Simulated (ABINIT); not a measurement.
**How the form of the self-energy moves the gap of MgO (Periclase)**

How much does the gap of MgO (Periclase) depend on the approximation to the self-energy?

Calculated with ABINIT 10.8.3; PBE and many-body steps on it, plane waves.

Most raw output is cut from this account.

The database entry behind the starting cell differs from later determinations by our own check (about 0.1 % long), so it need not match the best structure at ambient conditions.

## 1. Starting point

It takes space group Fm-3m (No. 225, cubic). The conventional cell has a = 4.217 Å, b = 4.217 Å, c = 4.217 Å, α = 90.00°, β = 90.00°, γ = 90.00°. Mg has 6 O at 2.11 Å nearest. Nearest to O lie 6 Mg at 2.11 Å. Farther neighbours and most contacts between anions are not listed.

The cell and positions come from the Crystallography Open Database and are kept as given unless a step says otherwise.

## 2. Empty states on the mesh, 6×6×6 mesh, 174 bands

This step: ABINIT 10.8.3; DFT, PBE, plane waves, norm-conserving pseudopotentials.

The sums over transitions need many empty states on a uniform mesh; this step solves for them.

Input file run.abi:

```
acell 3*1.0 Angstrom
rprim 
  -0.000000000000 2.108500000000 2.108500000000
  2.108500000000 0.000000000000 2.108500000000
  2.108500000000 2.108500000000 0.000000000000
ntypat 2
znucl 12 8
natom 2
typat 1 2
xred 
  0.000000000000 0.000000000000 0.000000000000
  0.500000000000 0.500000000000 0.500000000000
pp_dirpath "pseudos"
pseudos "Mg.upf, O.upf"
ecut 38
ngkpt 6 6 6
nshiftk 1
shiftk 0 0 0
kptopt 1
chksymbreak 0
irdden 1
istwfk *1
nband 174
prtvol 0
optdriver 6
gwr_task "HDIAGO"
paral_kgb 0
occopt 1
indata_prefix "in"
outdata_prefix "out"
tmpdata_prefix "tmp"
```

Command:

```sh
OMP_NUM_THREADS=1 mpirun -n 8 abinit run.abi > log
```

Elapsed: 6.7 s, on 8 MPI ranks of Arm Neoverse V2, shared host; peak memory 1.4 GiB; 53 s of CPU time.

This step gave:

| Property | Result |
| --- | --- |
| gap | 4.733 eV |
| k of the valence top | 0, 0, 0 |
| k of the conduction bottom | 0, 0, 0 |
| least direct gap | 4.733 eV |
| k points computed | 16 |
| lowest point of the top converged band, above the valence top | 221.2354 eV |

On this mesh the gap is 4.733 eV.

The density comes from a self-consistent run that is not shown.

## 3. Screening, 6×6×6 mesh, 166 bands, screening to 304.8 eV

The RPA dielectric matrix is built and inverted for each q.

This step: RPA screening on PBE, plane waves, norm-conserving pseudopotentials.

run.abi: that of step 2 with these lines changed.

```diff
@@ -20,10 +20,11 @@
 chksymbreak 0
-irdden 1
 istwfk *1
-nband 174
-prtvol 0
-optdriver 6
-gwr_task "HDIAGO"
-paral_kgb 0
 occopt 1
+irdwfk 1
+optdriver 3
+nband 166
+ecuteps 11.2
+inclvkb 2
+awtr 1
+symchi 1
 indata_prefix "in"
```

It took 75 s on 8 MPI ranks; peak memory 1.6 GiB.

This step gave:

```
ε∞ with local fields, on this mesh, along the program's q direction : 3.034
the same without local fields                                       : 3.259
plasma frequency                                                    : 34.30 eV
plane waves in the screening matrix                                 : 259
```

Local fields lower ε∞ by 7 %.

## 4. G0W0, Godby-Needs plasmon pole

The self-energy is evaluated for the states that the input lists, and the levels follow from it, in one-shot runs by the linearised quasiparticle equation.

This step: G0W0 on PBE, plane waves, norm-conserving pseudopotentials.

run.abi: that of step 3 with these lines changed.

```diff
@@ -23,8 +23,15 @@
 irdwfk 1
-optdriver 3
+optdriver 4
 nband 166
+gwcalctyp 0
+ecutsigx 38
+symsigma 1
+nkptgw 1
+kptgw 
+  0.0000000000 0.0000000000 0.0000000000
+bdgw 
+  6 12
 ecuteps 11.2
-inclvkb 2
-awtr 1
-symchi 1
+irdscr 1
+ppmodel 1
 indata_prefix "in"
```

The job ended after 8 s (8 MPI ranks; peak memory 1.6 GiB).

This step gave:

```yaml
g0w0_gap_on_the_points_computed: 7.074 eV
starting_gap_on_the_mesh: 4.733 eV
k_of_the_valence_top: 0, 0, 0
k_of_the_conduction_bottom: 0, 0, 0
z_at_the_valence_top: 0.805
z_at_the_conduction_bottom: 0.854
least_direct_g0w0_gap_on_the_computed_points: 7.074 eV
```

The gap on the mesh goes from 4.73 eV to 7.07 eV, a correction of +2.34 eV.

## 5. G0W0, Hybertsen-Louie plasmon pole

run.abi: that of step 4 with these lines changed.

```diff
@@ -35,3 +35,3 @@
 irdscr 1
-ppmodel 1
+ppmodel 2
 indata_prefix "in"
```

Wall time 7.7 s (8 MPI ranks); peak memory 1.5 GiB; 61 s of CPU time.

Numbers from this step:

```
G0W0 gap on the points computed              : 7.508 eV
starting gap on the mesh                     : 4.733 eV
k of the valence top                         : 0, 0, 0
k of the conduction bottom                   : 0, 0, 0
Z at the valence top                         : 0.884
Z at the conduction bottom                   : 0.899
least direct G0W0 gap on the computed points : 7.508 eV
```

Against G0W0 in ABINIT (6×6×6 mesh, 166 bands, screening to 304.8 eV, Godby-Needs plasmon pole), the gap moves by +0.434 eV.

## 6. G0W0, von der Linden-Horsch plasmon pole

run.abi: that of step 5 with these lines changed.

```diff
@@ -35,3 +35,3 @@
 irdscr 1
-ppmodel 2
+ppmodel 3
 indata_prefix "in"
```

It took 4.9 s on 8 MPI ranks; peak memory 1 GiB.

This step gave:

| Item | Value |
| --- | --- |
| G0W0 gap on the points computed | 7.334 eV |
| starting gap on the mesh | 4.733 eV |
| k of the valence top | 0, 0, 0 |
| k of the conduction bottom | 0, 0, 0 |
| least direct G0W0 gap on the computed points | 7.334 eV |

Against G0W0 in ABINIT (6×6×6 mesh, 166 bands, screening to 304.8 eV, Godby-Needs plasmon pole), the gap moves by +0.260 eV.

## 7. G0W0, Engel-Farid plasmon pole

run.abi: that of step 6 with these lines changed.

```diff
@@ -35,3 +35,3 @@
 irdscr 1
-ppmodel 3
+ppmodel 4
 indata_prefix "in"
```

Elapsed: 5 s, on 8 MPI ranks; peak memory 1.2 GiB.

This step gave:

```
G0W0 gap on the points computed              : 7.219 eV
starting gap on the mesh                     : 4.733 eV
k of the valence top                         : 0, 0, 0
k of the conduction bottom                   : 0, 0, 0
least direct G0W0 gap on the computed points : 7.219 eV
```

Against G0W0 in ABINIT (6×6×6 mesh, 166 bands, screening to 304.8 eV, Godby-Needs plasmon pole), the gap moves by +0.145 eV.

## 8. One-shot Hartree-Fock

This step: one-shot Hartree-Fock on PBE, plane waves, norm-conserving pseudopotentials.

run.abi: that of step 7 with these lines changed.

```diff
@@ -24,4 +24,4 @@
 optdriver 4
-nband 166
-gwcalctyp 0
+nband 12
+gwcalctyp 5
 ecutsigx 38
@@ -33,5 +33,4 @@
   6 12
-ecuteps 11.2
-irdscr 1
-ppmodel 4
+ixc_sigma 40
+fftgw 31
 indata_prefix "in"
```

Wall time 1.7 s (8 MPI ranks); peak memory 0.12 GiB; 13 s of CPU time.

Numbers from this step:

| Property | Result |
| --- | --- |
| quasiparticle gap on the points computed | 14.76 eV |
| starting gap on the mesh | 4.733 eV |
| k of the valence top | 0, 0, 0 |
| k of the conduction bottom | 0, 0, 0 |
| least direct quasiparticle gap on the computed points | 14.76 eV |

Against G0W0 in ABINIT (6×6×6 mesh, 166 bands, screening to 304.8 eV, Godby-Needs plasmon pole), the gap moves by +7.687 eV.

## 9. Screening, 6×6×6 mesh, 166 bands, screening to 304.8 eV

This step: RPA screening on PBE, plane waves, norm-conserving pseudopotentials.

run.abi: that of step 8 with these lines changed.

```diff
@@ -23,14 +23,14 @@
 irdwfk 1
-optdriver 4
-nband 12
-gwcalctyp 5
-ecutsigx 38
-symsigma 1
-nkptgw 1
-kptgw 
-  0.0000000000 0.0000000000 0.0000000000
-bdgw 
-  6 12
-ixc_sigma 40
-fftgw 31
+optdriver 3
+nband 166
+ecuteps 11.2
+inclvkb 2
+awtr 1
+symchi 1
+gwcalctyp 2
+nfreqre 16
+freqremax 40 eV
+nfreqim 8
+spmeth 1
+nomegasf 120
 indata_prefix "in"
```

Elapsed: 3.1 min, on 8 MPI ranks; peak memory 2.2 GiB; 25 min of CPU time.

Numbers from this step:

| Property | Result |
| --- | --- |
| ε∞ with local fields, on this mesh, along the program's q direction | 3.082 |
| the same without local fields | 3.312 |
| plasma frequency | 34.30 eV |
| plane waves in the screening matrix | 259 |

## 10. G0W0, contour deformation

This step: G0W0 on PBE, plane waves, norm-conserving pseudopotentials.

run.abi: that of step 9 with these lines changed.

```diff
@@ -23,14 +23,14 @@
 irdwfk 1
-optdriver 3
+optdriver 4
 nband 166
+gwcalctyp 2
+ecutsigx 38
+symsigma 1
+nkptgw 1
+kptgw 
+  0.0000000000 0.0000000000 0.0000000000
+bdgw 
+  6 12
 ecuteps 11.2
-inclvkb 2
-awtr 1
-symchi 1
-gwcalctyp 2
-nfreqre 16
-freqremax 40 eV
-nfreqim 8
-spmeth 1
-nomegasf 120
+irdscr 1
 indata_prefix "in"
```

Elapsed: 6.5 s, on 8 MPI ranks; peak memory 2.1 GiB; 51 s of CPU time.

This step gave:

* G0W0 gap on the points computed: 7.032 eV
* starting gap on the mesh: 4.733 eV
* k of the valence top: 0, 0, 0
* k of the conduction bottom: 0, 0, 0
* least direct G0W0 gap on the computed points: 7.032 eV

Against G0W0 in ABINIT (6×6×6 mesh, 166 bands, screening to 304.8 eV, Godby-Needs plasmon pole), the gap moves by −0.042 eV.

## 11. Screening, 6×6×6 mesh, 166 bands, screening to 304.8 eV

This step: RPA screening on PBE, plane waves, norm-conserving pseudopotentials.

run.abi: that of step 10 with these lines changed.

```diff
@@ -23,14 +23,11 @@
 irdwfk 1
-optdriver 4
+optdriver 3
 nband 166
-gwcalctyp 2
-ecutsigx 38
-symsigma 1
-nkptgw 1
-kptgw 
-  0.0000000000 0.0000000000 0.0000000000
-bdgw 
-  6 12
 ecuteps 11.2
-irdscr 1
+inclvkb 2
+awtr 1
+symchi 1
+gwcalctyp 1
+nfreqre 0
+nfreqim 16
 indata_prefix "in"
```

It took 5.9 min on 8 MPI ranks; peak memory 1.8 GiB; 47 min of CPU time.

Numbers from this step:

- ε∞ with local fields, on this mesh, along the program's q direction: 3.034
- the same without local fields: 3.259
- plasma frequency: 34.30 eV
- plane waves in the screening matrix: 259

## 12. G0W0, analytic continuation

This step: G0W0 on PBE, plane waves, norm-conserving pseudopotentials.

run.abi: that of step 11 with these lines changed.

```diff
@@ -23,11 +23,16 @@
 irdwfk 1
-optdriver 3
+optdriver 4
 nband 166
+gwcalctyp 1
+ecutsigx 38
+symsigma 1
+nkptgw 1
+kptgw 
+  0.0000000000 0.0000000000 0.0000000000
+bdgw 
+  6 12
 ecuteps 11.2
-inclvkb 2
-awtr 1
-symchi 1
-gwcalctyp 1
-nfreqre 0
-nfreqim 16
+irdscr 1
+nomegasi 12
+omegasimax 25 eV
 indata_prefix "in"
```

It took 5.6 s on 8 MPI ranks; peak memory 1.4 GiB.

This step gave:

```
G0W0 gap on the points computed              : 7.038 eV
starting gap on the mesh                     : 4.733 eV
k of the valence top                         : 0, 0, 0
k of the conduction bottom                   : 0, 0, 0
least direct G0W0 gap on the computed points : 7.038 eV
```

Against G0W0 in ABINIT (6×6×6 mesh, 166 bands, screening to 304.8 eV, Godby-Needs plasmon pole), the gap moves by −0.036 eV.

## 13. The runs together

Times are wall times on 8 MPI ranks of Arm Neoverse V2, shared host, good to a factor of about two. A run's time includes the screening step that it read.

```tsv
run	mesh	bands	screening cutoff (eV)	DFT gap (eV)	gap on the mesh (eV)	direct (eV)	ε∞ used	time
G0W0, Godby-Needs plasmon pole	6×6×6	166	304.8	4.733	7.074	7.074	3.03	83 s
G0W0, Hybertsen-Louie plasmon pole	6×6×6	166	304.8	4.733	7.508	7.508	3.03	82 s
G0W0, von der Linden-Horsch plasmon pole	6×6×6	166	304.8	4.733	7.334	7.334	3.03	79 s
G0W0, Engel-Farid plasmon pole	6×6×6	166	304.8	4.733	7.219	7.219	3.03	79 s
one-shot Hartree-Fock	6×6×6	-	-	4.733	14.761	14.761	-	1.7 s
G0W0, contour deformation	6×6×6	166	304.8	4.733	7.032	7.032	3.08	3.2 min
G0W0, analytic continuation	6×6×6	166	304.8	4.733	7.038	7.038	3.03	5.9 min
```

## 14. Results

```yaml
g0w0_godby_needs_plasmon_pole: 7.074 eV
g0w0_hybertsen_louie_plasmon_pole: 7.508 eV
g0w0_von_der_linden_horsch_plasmon_pole: 7.334 eV
g0w0_engel_farid_plasmon_pole: 7.219 eV
one_shot_hartree_fock: 14.761 eV
g0w0_contour_deformation: 7.032 eV
g0w0_analytic_continuation: 7.038 eV
known_limits: not at the basis limit
```

**Reading.** G0W0, Hybertsen-Louie plasmon pole: +0.434 eV against G0W0, Godby-Needs plasmon pole. G0W0, von der Linden-Horsch plasmon pole: +0.260 eV against G0W0, Godby-Needs plasmon pole. G0W0, Engel-Farid plasmon pole: +0.145 eV against G0W0, Godby-Needs plasmon pole. One-shot Hartree-Fock: +7.687 eV against G0W0, Godby-Needs plasmon pole. G0W0, contour deformation: −0.042 eV against G0W0, Godby-Needs plasmon pole. G0W0, analytic continuation: −0.036 eV against G0W0, Godby-Needs plasmon pole. Bare exchange alone opens the gap to 14.76 eV; against G0W0, correlation takes back 7.69 eV. Bands and cutoff are finite, so the gap is not at the basis limit. The miss can reach some tenths of an eV and take either sign; the mesh is an error of its own. In the G0W0 runs levels were corrected at 1 k point alone, so a gap called «on the mesh» is the least over those, and an edge elsewhere would be missed.

[Paths, hosts, dates, memory and timing lines, banners, echoed tables and standing remarks are left out of the program output.]

[Logs are printed without paths, hosts, clocks, repeated set-up lines and the standing remarks that a program may print on its own settings, such as how far it seeks lower states.]

[Runs of the session that timed out or met a known fault of the program may be left out.]

[Hosts, paths, dates, database ids (printed as entryN), source tags and the programs' standing remarks are cut or masked in the printed files.]

[G0W0 gaps are taken among the corrected bands and points alone; a level outside them can change the order at an edge.]

[Where Ansatz stands beside ABINIT at settings called matched, ABINIT's density can come from a denser mesh and the files from another edition; pairs whose starting gaps differed by over 0.03 eV were left out, so agreement reads better than it is.]
